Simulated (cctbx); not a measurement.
**Resonant diffraction in BaIn2Sb3As**

Space group Pnma (no. 62), a = 10.2470 Å, b = 4.5040 Å, c = 19.8670 Å, α = 90.00°, β = 90.00°, γ = 90.00°.

| atom | mult. | x | y | z | Ueq (Å²) |
| --- | --- | --- | --- | --- | --- |
| Ba1 | 4 | 0.7531 | 1/4 | 0.4516 | 0.0085 |
| Sb1 | 4 | 0.9786 | 1/4 | 0.8594 | 0.0081 |
| Sb2 | 4 | 0.8964 | 1/4 | 0.0758 | 0.0079 |
| Sb3 | 4 | 0.4997 | 1/4 | 0.9004 | 0.0064 |
| In1 | 4 | 0.6240 | 1/4 | 0.7702 | 0.0059 |
| In2 | 4 | 0.6517 | 1/4 | 0.1362 | 0.0075 |
| As1 | 4 | 0.7057 | 1/4 | 0.2705 | 0.0160 |

The model is made up (kin elements in a known structure type, no relaxation), so it says nothing on whether the phase exists.

Calculated with cctbx: free-atom f′ and f″ from the Sasaki tables, no fine structure; amplitudes in electrons.

| E (eV) | F 2 0 3 | F 0 0 4 | F 0 1 3 | F 1 0 2 |
| --- | --- | --- | --- | --- |
| 11267 | 44.3 | 235.2 | 232.4 | 40.2 |
| 11617 | 45.8 | 237.7 | 235.2 | 40.9 |
| 11747 | 47.1 | 240.0 | 237.6 | 41.5 |
| 11807 | 48.4 | 242.3 | 240.2 | 42.2 |
| 11837 | 49.8 | 244.7 | 242.7 | 42.8 |
| 11852 | 51.1 | 247.2 | 245.3 | 43.5 |
| 11859 | 52.4 | 249.3 | 247.6 | 44.2 |
| 11863 | 53.7 | 251.7 | 250.1 | 44.8 |
| 11871 | 54.1 | 252.0 | 250.2 | 45.2 |
| 11875 | 52.5 | 249.2 | 247.2 | 44.4 |
| 11882 | 51.2 | 246.7 | 244.6 | 43.7 |
| 11897 | 49.7 | 244.1 | 241.8 | 42.9 |
| 11927 | 48.2 | 241.4 | 239.0 | 42.1 |
| 12017 | 46.2 | 237.8 | 235.2 | 41.1 |
| 12267 | 44.0 | 233.8 | 231.0 | 39.9 |

**Question.** Which edge is crossed, and why do the reflections move as they do?

The K edge of As. The edge is at 11867 eV. f′ of As falls from -4.2 e at 11747 eV to -7.6 e at 4 eV below it, and f″ steps from 0.50 to 3.86 e across it. Over that approach |F| changes by +14 % (2 0 3), +5 % (0 0 4), +5 % (0 1 3) and +8 % (1 0 2): a reflection falls where As scatters in phase with the total and rises where it scatters against it; it hardly moves where the As term is small or cancels by symmetry. Above the edge the larger f″ enters the imaginary part, where it can add to or cancel the other atoms' f″. The structure is centrosymmetric, so Friedel mates stay equal.
